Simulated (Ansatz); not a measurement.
# What BPd3C (built on the sites of a database entry of AlPt3C) distorts into

Aim: this structure of BPd3C (built on the sites of a database entry of AlPt3C) is to be tested for unstable modes, and one is followed downhill.

Calculated with Ansatz 0.2.0; DFT PBEsol, scalar-relativistic, plane waves, PAW.

The structure was built from a prototype and need not be the compound's stable phase.

## 1. The starting structure

The structure is cubic, space group Pm-3m (No. 221). Conventional cell: a = 4.004 Å, b = 4.004 Å, c = 4.004 Å, α = 90.00°, β = 90.00°, γ = 90.00°. Nearest to B lie 12 Pd at 2.83 Å. Nearest to Pd lie 2 C at 2.00 Å and 8 Pd at 2.83 Å and 4 B at 2.83 Å. Nearest to C lie 6 Pd at 2.00 Å. Farther neighbours are not listed.

## 2. Response at finite wavevector

The cell comes from relaxations at this level that are not shown. Stability and thermal properties need the whole zone. Linear response on a 2×2×2 q mesh gives force constants as far as a supercell of that size would.

File input.yaml:

```yaml
crystal:
  lattice:
    - [4.0038716247, 0.0, 0.0]
    - [0.0, 4.0038716247, 0.0]
    - [0.0, 0.0, 4.0038716247]
  atoms:
    - { symbol: B, position: [0.0, 0.0, 0.0] }
    - { symbol: Pd, position: [0.0, 0.5, 0.5] }
    - { symbol: Pd, position: [0.5, 0.0, 0.5] }
    - { symbol: Pd, position: [0.5, 0.5, 0.0] }
    - { symbol: C, position: [0.5, 0.5, 0.5] }
kpoints:
  mp_grid: { grid: [8, 8, 8] }
hamiltonian:
  xc: pbesol
scf:
  occupations: { method: methfessel_paxton, width: 0.15 }
output:
  eigenvalues: true
phonons:
  method: dfpt
  qmesh: [2, 2, 2]
  temperatures: { t_max: 1000, t_step: 50 }
  qpath:
    path:
      - [[0.0, 0.0, 0.0], [0.0, 0.5, 0.0], [0.5, 0.5, 0.0], [0.0, 0.0, 0.0], [0.5, 0.5, 0.5], [0.0, 0.5, 0.0]]
      - [[0.5, 0.5, 0.5], [0.5, 0.5, 0.0]]
    npoints: 10
```

Run with:

```bash
$ ansatz run input.yaml --threads 8 --pin off --max-ram 14336MiB --backend cpu --events-out ev --progress --plain --runs-dir out
```

Numbers of over 12 decimals in the logs are rounded to 6 here.

What it wrote:

```text
Engine: ansatz 0.2.0, aarch64-unknown-linux-gnu
Pseudopotentials: kind: paw
Pseudopotential: B, paw, valence charge 3, recommended cutoff 420 eV (normal), B.paw.azcp
Pseudopotential: Pd, paw, valence charge 18, recommended cutoff 420 eV (normal), Pd.paw.azcp
Pseudopotential: C, paw, valence charge 4, recommended cutoff 420 eV (normal), C.paw.azcp
Functional definition: PBEsol
  exchange = pbesol_x
  correlation = pbesol_c
Crystal: 5 atoms, lattice volume = 64.186 Å³
Basis set: ecut = 420 eV, 1237 PW (Γ), exchange–correlation on 54×54×54 points (8 copies of the dense FFT grid, shifted against one another)
Bands: 37, of which v1, the nominal top of the filled ones, is band 31 counted from 1 (30 counted from 0)
Symmetry: 48 space group operations
k-points: 35 of 512
Non-local potential: B, projectors of the file, l = 0: 2, l = 1: 2, l = 2: 1
Non-local potential: Pd, projectors of the file, l = 0: 2, l = 1: 2, l = 2: 2, l = 3: 1
Non-local potential: C, projectors of the file, l = 0: 2, l = 1: 2, l = 2: 1
PAW form: soft (Blöchl's): semilocal exchange-correlation on the pseudo side does not see the compensation charge
PAW frozen core: B, regenerated for the run's functional, and the local potential with it (the file was generated under x = pbe(κ = 0.804, μ = 0.219515), c = pbe(β = 0.066725))
PAW frozen core: Pd, regenerated for the run's functional, and the local potential with it (the file was generated under x = pbe(κ = 0.804, μ = 0.219515), c = pbe(β = 0.066725))
PAW frozen core: C, regenerated for the run's functional, and the local potential with it (the file was generated under x = pbe(κ = 0.804, μ = 0.219515), c = pbe(β = 0.066725))
PAW one-centre angular grid: B, 110 points (default); XC on 64 Gauss nodes
PAW one-centre angular grid: Pd, 590 points (default); XC on 64 Gauss nodes
PAW one-centre angular grid: C, 110 points (default); XC on 64 Gauss nodes
Initial density: superposition of atomic densities (neutral atoms: chi_scale 0, normalization atom), corrected by the library's trained network
Initial wavefunctions: pseudopotential atomic-orbital guess
Functional: x = pbesol(κ = 0.804, μ = 0.123457), c = pbesol(β = 0.046)
SCF iter   1: F=—  HF=-21114.768589 eV  |F-HF|=—  |Δ(HF+E_count)|=         —  Δρ=1.22e-2  dr2=1.20e-1  ethr=1.77e-3  ⟨swp⟩=5.0  Hψ=4912  notcnv=0
preconditioner: auto → Kerker (q_TF=auto, 2.705 Å⁻¹)  [metal: Δε(μ)=0.052 eV  Ē_g=7.855 eV  σ=0.150 eV  W_gap=0.28  n_scr=18 (ndim 8)  ℏωp=28.2 eV  f_vac=0.000  D(μ)=3.15/eV (n_scr^D=26)]
SCF iter   2: F=—  HF=-21114.748699 eV  |F-HF|=—  |Δ(HF+E_count)|=   1.99e-2  S|Δr|=    0.00e0  Δρ=6.81e-3  dr2=4.10e-2  ethr=1.97e-4  ⟨swp⟩=1.0  Hψ=1575  notcnv=0
SCF iter   3: F=—  HF=-21114.738737 eV  |F-HF|=—  |Δ(HF+E_count)|=   9.96e-3  S|Δr|=    0.00e0  Δρ=7.69e-4  dr2=2.61e-4  ethr=6.72e-5  ⟨swp⟩=2.0  Hψ=1776  notcnv=0
SCF iter   4: F=—  HF=-21114.738691 eV  |F-HF|=—  |Δ(HF+E_count)|=   4.55e-5  S|Δr|=    0.00e0  Δρ=2.64e-4  dr2=5.01e-5  ethr=4.27e-7  ⟨swp⟩=2.1  Hψ=1989  notcnv=0
SCF iter   5: F=—  HF=-21114.738683 eV  |F-HF|=—  |Δ(HF+E_count)|=   8.36e-6  S|Δr|=    0.00e0  Δρ=5.59e-5  dr2=1.62e-6  ethr=8.22e-8  ⟨swp⟩=2.4  Hψ=1840  notcnv=0
SCF iter   6: F=—  HF=-21114.738690 eV  |F-HF|=—  |Δ(HF+E_count)|=   6.98e-6  S|Δr|=    0.00e0  Δρ=1.48e-5  dr2=2.08e-7  ethr=2.66e-9  ⟨swp⟩=2.0  Hψ=1619  notcnv=0  defer=1
SCF iter   7: F=—  HF=-21114.738690 eV  |F-HF|=—  |Δ(HF+E_count)|=   1.95e-8  S|Δr|=    0.00e0  Δρ=3.29e-6  dr2=6.20e-9  ethr=3.40e-10  ⟨swp⟩=1.7  Hψ=1510  notcnv=0  defer=1
SCF iter   8: F=—  HF=-21114.738690 eV  |F-HF|=—  |Δ(HF+E_count)|=  2.69e-10  S|Δr|=    0.00e0  Δρ=5.64e-7  dr2=1.38e-10  ethr=1.02e-11  ⟨swp⟩=1.6  Hψ=1435  notcnv=0  defer=1
SCF iter   9: F=-21114.738690 eV  HF=-21114.738690 eV  |F-HF|=1.09e-11  |Δ(HF+E_count)|=  1.09e-11  S|Δr|=    0.00e0  Δρ=1.04e-7  dr2=7.14e-12  ethr=1.00e-12  ⟨swp⟩=9.4  Hψ=6035  notcnv=0
SCF 1 converged in 9 iterations: F = -21114.738690 eV  dr2 = 7.14e-12
  greatest PAW one-centre occupation: 0.999 electrons in one spin orbital (limit 2), on the Pd atom at site 2 (counted from 0), in its partial waves of l = 0
phonons: the bands overlap, so this run is a metal and interpolates without the dipole-dipole term. If the crystal is really an insulator or semiconductor, its LO-TO splitting is missing
NSCF: frozen V_eff on 35 k-points
WARN: eigensolver did not converge (k=4): 1 band(s) unlocked after 20 sweeps at ethr=1.36e-12 eV (storage-precision floor; scheduled 1.00e-12 eV) (lowest unlocked band 36, counted from 0; max residual 4.67e-6 eV among the unlocked bands, 4.67e-6 eV over every band; other slots of this pass that fall short are told together in one closing line; warning suppressed until the next SCF loop or pass starts)
NSCF: frozen V_eff on 125 k-points
DFPT response loops at q = (0, 0, 0) (fractional): preconditioner auto → Kerker (q_TF=auto, 2.705 Å⁻¹) (partly filled bands, converged f_vac=0.000); β = 1.00, the filter's whole step (`scf.mixing.beta` (0.50) is not read by the response loops under this deck's `scf.mixing.preconditioner`; to damp them name `kerker` or `kerker_dos`, under which they read `scf.mixing.beta`, and type it under 1.00, their step now; both keys bind the ground state too); Broyden in place of MSR1
NSCF: frozen V_eff on 250 k-points
DFPT response loops at q = (0, 0, -0.5) (fractional): mixed as the last ones told, above
NSCF: frozen V_eff on 250 k-points
DFPT response loops at q = (0, -0.5, -0.5) (fractional): mixed as the last ones told, above
NSCF: frozen V_eff on 250 k-points
DFPT response loops at q = (-0.5, -0.5, -0.5) (fractional): mixed as the last ones told, above
SCF converged after 9 iterations
Stability not checked: this state was not tested for a lower state beside it, because cold or Methfessel-Paxton smearing, or corrected tetrahedra, fill the levels in a way that the test cannot read (fill_not_monotonic; see scf.lower_state_search)
Free energy (F): -21114.738690 eV
Harris-Foulkes:  -21114.738690 eV  (|F-HF|=1.09e-11)
Internal energy: -21114.742141 eV  (E = F + TS)
E sigma→0 (E₀):  -21114.739553 eV
Entropy (-TS):   0.003451 eV (0.690 meV/atom)
Fermi energy:    16.123938 eV
--- Per-component energies (eV) ---
  E_band       = -595.536762
  E_kinetic    = 1664.957786
  E_local      = -6972.479147  (includes V_loc(G=0)·N_el)
  E_nonlocal   = 699.129395
  E_hartree    = 2867.990008
  E_xc         = -578.723481
  E_vxc        = -725.825512  (∫ρ·V_xc dr)
  E_paw        = -11224.935390  (= ΣΔE_a)
  E_vpaw       = -997.300174  (= ΣTr[D̂ρ^β])
  E_aug_tail   = 0.000637  (compensation charges beyond the density's cutoff)
  E_ewald      = -7571.625333
  E_core_change = 0.943384  (= ΣΔE_core)
  E_smearing   = 0.003451  (= −TS)
  E_closure    = 0.000000  (closes the sum)
  Σ components = -21114.738690   (vs F -21114.738690, Δ=0.00e0)
--- Band table (eV; the first three rows and the last of 35) ---
  k-point 0: bands = [... 27 lower, 15.0689, 15.0689, 15.0689, 15.2073, 16.8770, 16.8770, 16.8770, 17.0067, ... 2 higher]
  k-point 1: bands = [... 27 lower, 15.0691, 15.1081, 15.2592, 15.2592, 16.4705, 17.0806, 17.0806, 17.7518, ... 2 higher]
  k-point 2: bands = [... 27 lower, 14.8288, 15.0696, 15.7065, 15.7065, 16.6550, 17.5778, 17.5778, 18.3793, ... 2 higher]
  k-point 34: bands = [... 27 lower, 14.1610, 14.9808, 14.9808, 14.9808, 15.5653, 18.4970, 18.4970, 18.4970, ... 2 higher]
--- Phonons (Γ-DFPT): 4 representative perturbations + reference (Σ response iterations 14) ---
  ASR residual: 6.262e-5 → 0.000e0 eV/Å²; symmetrization residual: 4.958e-6 eV/Å²
  ASR residual per site (eV/Å²): 1.85e-5 6.26e-5 6.26e-5 6.26e-5 2.98e-5
  Γ frequencies (cm⁻¹): -294.90 -294.90 -294.90 -98.08 -98.08 -98.08 0.00 0.00 0.00 57.09 57.09 57.09 453.38 453.38 453.38
--- Phonons (arbitrary-q DFPT): 4 irreducible q on the 2×2×2 mesh ---
  q = [0.0000, 0.0000, 0.0000] (star 1, of the zone-centre solve; hermiticity 5.14e-7, symmetrization 1.16e-12): -294.90 -294.90 -294.90 -98.08 -98.08 -98.08 -0.00 -0.00 0.00 57.09 57.09 57.09 453.38 453.38 453.38
  q = [0.0000, 0.0000, -0.5000] (star 3, 9 solved perturbations in 975 linear systems a pass and spin channel, the states on 125 of 512 k-point pairs; hermiticity 4.79e-7, symmetrization 5.40e-12): -280.51 -280.51 -161.07 -126.96 -103.05 -103.05 -102.56 -79.90 -79.90 99.92 99.92 219.64 458.88 458.88 688.29
  q = [0.0000, -0.5000, -0.5000] (star 3, 9 solved perturbations in 975 linear systems a pass and spin channel, the states on 125 of 512 k-point pairs; hermiticity 3.61e-7, symmetrization 5.26e-12): -272.50 -237.59 -237.59 -135.14 -116.44 -114.56 -114.56 -57.74 -57.74 128.41 191.02 257.74 466.33 704.40 704.40
  q = [-0.5000, -0.5000, -0.5000] (star 1, 4 solved perturbations in 350 linear systems a pass and spin channel, the states on 125 of 512 k-point pairs; hermiticity 7.03e-9, symmetrization 5.00e-12): -252.92 -252.92 -252.92 -119.25 -119.25 -119.25 107.46 107.46 107.46 188.13 188.13 305.64 712.03 712.03 712.03
  sum rule: each row above includes the acoustic sum rule's correction from the zone centre's row sums; it moved no ω² by more than (0.82 cm⁻¹)²
  mesh force constants: q→R imaginary residual 3.77e-18; ASR residual 6.262e-5 → 0.000e0 eV/Å²; symmetrization residual 2.842e-14 eV/Å²
  interpolated dispersion: 62 rows × 15 modes
  density of states and harmonic sums: on the 16×16×16 q-mesh, interpolated from the force constants of a 2×2×2 supercell (no non-analytic term)
  largest difference from the sums on the solved wave vectors: F 5.22e-3 eV, S 6.56e-6 and C_V 1.29e-5 eV/K
  zero-point energy: 0.143847 eV/cell   skipped modes (ω ≤ 0): 1390, of them read as no rigid motion or as one in doubt: 1387 (8.514e0 modes/cell left out, lowest -294.90 cm⁻¹)   left out of the sums: 5.68e-1 of the cell's modes: C_V's classical limit lies that fraction below 3 k_B per atom; for a crystal, a wire or a layer, F and S can be off by more, and a phonons.interpolated_qmesh denser along its periods is the remedy for the sampling
```

The job ended after 91 s (8 threads of Arm Neoverse V2, shared host; peak memory 1.1 GiB; 11 min of CPU time).

This step gave:

| Property | Result |
| --- | --- |
| volume per atom | 12.84 Å³ |
| gap on the k-mesh | 0 eV |
| sum-rule residual before enforcement | 6.26e-5 eV/Å² |
| lowest frequency on the path | -294.9 cm⁻¹ |
| point group | m-3m |
| highest frequency on the path or at a solved wavevector | 712.0 cm⁻¹ |
| highest optical mode at the zone centre (no LO-TO term) | 453.4 cm⁻¹ |
| lowest optical zone-centre mode | -294.9 cm⁻¹ |
| lowest mode on the q mesh (acoustic modes at Γ apart) | -294.9 cm⁻¹ |

Frequencies (cm⁻¹) solved at each irreducible wavevector; negative means imaginary. Frequencies by wavevector, by row:

| q in reciprocal lattice units | star | mode 1 | mode 2 | mode 3 | mode 4 | mode 13 | mode 14 | mode 15 |
| --- | --- | --- | --- | --- | --- | --- | --- | --- |
| 0 0 0 | 1 | -294.9 | -294.9 | -294.9 | -98.1 | 453.4 | 453.4 | 453.4 |
| 0 0 -0.5 | 3 | -280.5 | -280.5 | -161.1 | -127 | 458.9 | 458.9 | 688.3 |
| 0 -0.5 -0.5 | 3 | -272.5 | -237.6 | -237.6 | -135.1 | 466.3 | 704.4 | 704.4 |
| -0.5 -0.5 -0.5 | 1 | -252.9 | -252.9 | -252.9 | -119.2 | 712 | 712 | 712 |

Interpolated from a 2×2×2 q mesh, rough between the solved points. Phonon branches along the path, in cm⁻¹:

| point | branch 1 | branch 2 | branch 3 | branch 4 | branch 12 | branch 13 | branch 14 | branch 15 |
| --- | --- | --- | --- | --- | --- | --- | --- | --- |
| Γ | -295 | -295 | -295 | -98 | 57 | 453 | 453 | 453 |
| halfway | -287 | -287 | -240 | -113 | 190 | 456 | 456 | 572 |
| X | -280 | -280 | -161 | -127 | 220 | 459 | 459 | 688 |
| halfway | -277 | -260 | -210 | -130 | 237 | 462 | 588 | 696 |
| M | -272 | -238 | -238 | -135 | 258 | 466 | 704 | 704 |
| halfway | -282 | -261 | -240 | -119 | 211 | 459 | 579 | 581 |
| Γ | -295 | -295 | -295 | -98 | 57 | 453 | 453 | 453 |
| halfway | -261 | -261 | -246 | -121 | 236 | 586 | 586 | 587 |
| R | -253 | -253 | -253 | -119 | 306 | 712 | 712 | 712 |
| halfway | -262 | -261 | -230 | -128 | 260 | 591 | 594 | 702 |
| X | -280 | -280 | -161 | -127 | 220 | 459 | 459 | 688 |
| jump to R | -253 | -253 | -253 | -119 | 306 | 712 | 712 | 712 |
| halfway | -263 | -245 | -245 | -127 | 282 | 597 | 708 | 708 |
| M | -272 | -238 | -238 | -135 | 258 | 466 | 704 | 704 |

Symmetry leaves 4 wavevectors to solve. The lowest mode among them, the acoustic zeros apart, lies at Γ and is imaginary, 294.9i cm⁻¹, so the energy falls along it.

## 3. The mode frozen in, largest atomic shift 0 Å

The mode followed lies at q = (0, 0, -0.5) with frequency 280.5i cm⁻¹ and is 2-fold degenerate, one of the unstable modes though not the softest. At small amplitude the distorted cell has space group no. 11 by a symmetry search on the positions. The undistorted cell that holds it gives the zero of energy on the same k mesh.

System of this step: BPd3C (built on the sites of a database entry of AlPt3C). The structure is cubic, space group Pm-3m (No. 221). The conventional cell has a = 4.004 Å, b = 4.004 Å, c = 4.004 Å, α = 90.00°, β = 90.00°, γ = 90.00°. Nearest to B lie 12 Pd at 2.83 Å. Nearest to Pd lie 2 C at 2.00 Å and 8 Pd at 2.83 Å and 4 B at 2.83 Å. Nearest to C lie 6 Pd at 2.00 Å. Farther neighbours are not listed.

File input.yaml:

```yaml
crystal:
  lattice:
    - [4.0038716247, 0.0, 0.0]
    - [0.0, 4.0038716247, 0.0]
    - [0.0, 0.0, 8.0077432494]
  atoms:
    - { symbol: B, position: [0.0, 0.0, 0.5] }
    - { symbol: B, position: [0.0, 0.0, 0.0] }
    - { symbol: Pd, position: [0.0, 0.5, 0.25] }
    - { symbol: Pd, position: [0.0, 0.5, 0.75] }
    - { symbol: Pd, position: [0.5, 0.0, 0.25] }
    - { symbol: Pd, position: [0.5, 0.0, 0.75] }
    - { symbol: Pd, position: [0.5, 0.5, 0.0] }
    - { symbol: Pd, position: [0.5, 0.5, 0.5] }
    - { symbol: C, position: [0.5, 0.5, 0.25] }
    - { symbol: C, position: [0.5, 0.5, 0.75] }
kpoints:
  mp_grid: { grid: [8, 8, 4] }
hamiltonian:
  xc: pbesol
scf:
  occupations: { method: methfessel_paxton, width: 0.15 }
output:
  forces: true
  stress: true
  eigenvalues: true
```

What it wrote:

```text
[...]
Crystal: 10 atoms, lattice volume = 128.372 Å³
Basis set: ecut = 420 eV, 2475 PW (Γ), exchange–correlation on 54×54×108 points (8 copies of the dense FFT grid, shifted against one another)
Bands: 74, of which v1, the nominal top of the filled ones, is band 61 counted from 1 (60 counted from 0)
Symmetry: 32 space group operations
[...]
k-points: 45 of 256
[...]
k-point 0: bands = [... 57 lower, 15.0689, 15.0703, 15.2073, 16.2874, 16.2874, 16.8771, 16.8771, 16.8771, ... 9 higher]
  k-point 1: bands = [... 57 lower, 15.1081, 15.2592, 15.2592, 16.1226, 16.1226, 16.4706, 16.8565, 17.0807, ... 9 higher]
  k-point 2: bands = [... 57 lower, 15.0696, 15.7065, 15.7065, 15.7065, 15.7065, 16.6550, 16.6550, 17.5778, ... 9 higher]
  k-point 44: bands = [... 57 lower, 14.5530, 15.6067, 15.6067, 15.6067, 15.6067, 17.2018, 17.2018, 17.9799, ... 9 higher]
[key lines of the parts left out:]
SCF converged after 7 iterations
Free energy (F): -42229.477380 eV
Fermi energy:    16.123958 eV
P = ⅓ Tr σ = 0.0028 GPa (0.028 kbar)
```

Elapsed: 2.5 s, on 8 threads; peak memory 0.84 GiB.

This step gave:

```yaml
pressure: 0.002781 GPa
energy_from_the_undistorted_cell: 0 meV/atom
```

The run ends at a pressure of 0.00 GPa.

## 4. The mode frozen in, largest atomic shift 0.6 Å

The atoms are moved along the unstable eigenvector, the largest shift by 0.6 Å, with the cell fixed.

input.yaml, the sections that differ from step 3:

```yaml
crystal:
  lattice:
    - [4.0038716247, 0.0, 0.0]
    - [0.0, 4.0038716247, 0.0]
    - [0.0, 0.0, 8.0077432494]
  atoms:
    - { symbol: B, position: [0.1357425051, -0.0634860591, 0.5] }
    - { symbol: B, position: [-0.1357425051, 0.0634860591, 0.0] }
    - { symbol: Pd, position: [0.0, 0.5, 0.25] }
    - { symbol: Pd, position: [0.0, 0.5, 0.75] }
    - { symbol: Pd, position: [0.5, 0.0, 0.25] }
    - { symbol: Pd, position: [0.5, 0.0, 0.75] }
    - { symbol: Pd, position: [0.5104020457, 0.4951350177, 0.0] }
    - { symbol: Pd, position: [0.4895979543, 0.5048649823, 0.5] }
    - { symbol: C, position: [0.5, 0.5, 0.25] }
    - { symbol: C, position: [0.5, 0.5, 0.75] }
# kpoints, hamiltonian, scf, output: as in step 3
```

What it wrote:

```text
[...]
Crystal: 10 atoms, lattice volume = 128.372 Å³
Basis set: ecut = 420 eV, 2475 PW (Γ), exchange–correlation on 54×54×108 points (8 copies of the dense FFT grid, shifted against one another)
Bands: 74, of which v1, the nominal top of the filled ones, is band 61 counted from 1 (60 counted from 0)
Symmetry: 4 space group operations
[...]
k-points: 102 of 256
[...]
k-point 0: bands = [... 57 lower, 15.0564, 15.0698, 15.0801, 16.1469, 16.2098, 16.6237, 16.8927, 17.0695, ... 9 higher]
  k-point 1: bands = [... 57 lower, 15.0567, 15.1098, 15.2006, 15.9832, 16.0498, 16.5163, 16.6310, 17.5957, ... 9 higher]
  k-point 2: bands = [... 57 lower, 15.0565, 15.5661, 15.5661, 15.6447, 15.6447, 16.5735, 16.5735, 18.0357, ... 9 higher]
  k-point 101: bands = [... 57 lower, 14.4381, 15.6503, 15.6503, 15.7145, 15.7145, 17.3670, 17.3670, 17.8742, ... 9 higher]
[key lines of the parts left out:]
SCF converged after 7 iterations
Free energy (F): -42230.414286 eV
Fermi energy:    16.180351 eV
P = ⅓ Tr σ = 3.4192 GPa (34.192 kbar)
```

Elapsed: 5.7 s, on 8 threads; peak memory 1.1 GiB; 43 s of CPU time.

This step gave:

```
pressure                         : 3.419 GPa
energy from the undistorted cell : -93.54 meV/atom
```

The energy, extrapolated to zero smearing, is -93.54 meV/atom against the undistorted cell.

The run ends at a pressure of 3.42 GPa, with forces up to 1.1 eV/Å.

## 5. Energy along the mode, all amplitudes (two of the runs are shown above)

An imaginary frequency means negative curvature, so the energy should fall and then rise again as anharmonic terms take over.

Numbers from this step:

```yaml
depth_at_the_lowest_point_sampled: 93.54 meV/atom
largest_atomic_shift_at_that_point: 0.6 Å
```

The energy from the parent by largest atomic shift:

| largest atomic shift (Å) | energy from the parent (meV/atom) |
| --- | --- |
| 0.000 | 0 |
| 0.040 | -0.529 |
| 0.080 | -2.11 |
| 0.140 | -6.42 |
| 0.220 | -15.6 |
| 0.320 | -32.0 |
| 0.450 | -59.2 |
| 0.600 | -93.5 |

Displacement at unit largest shift by atom:

| atom | x (Å) | y (Å) | z (Å) | size |
| --- | --- | --- | --- | --- |
| B1 | 0.91 | -0.42 | 0.00 | 1.00 |
| B2 | -0.91 | 0.42 | 0.00 | 1.00 |
| Pd3 | 0.00 | 0.00 | 0.00 | 0.00 |
| Pd4 | 0.00 | 0.00 | 0.00 | 0.00 |
| Pd5 | 0.00 | 0.00 | 0.00 | 0.00 |
| Pd6 | 0.00 | 0.00 | 0.00 | 0.00 |
| Pd7 | 0.07 | -0.03 | 0.00 | 0.08 |
| Pd8 | -0.07 | 0.03 | 0.00 | 0.08 |
| C9 | 0.00 | 0.00 | 0.00 | 0.00 |
| C10 | 0.00 | 0.00 | 0.00 | 0.00 |

The lowest of the steps tried is the last one, at 0.6 Å, 93.5 meV/atom below the parent; the bottom of the well need not coincide with a step.

(Continued in part 2 of 2.)

[Logs are printed without paths, hosts, clocks, repeated set-up lines and the standing remarks that a program may print on its own settings, such as how far it seeks lower states.]

[Hosts, paths, dates, database ids (printed as entryN), source tags and the programs' standing remarks are cut or masked in the printed files.]
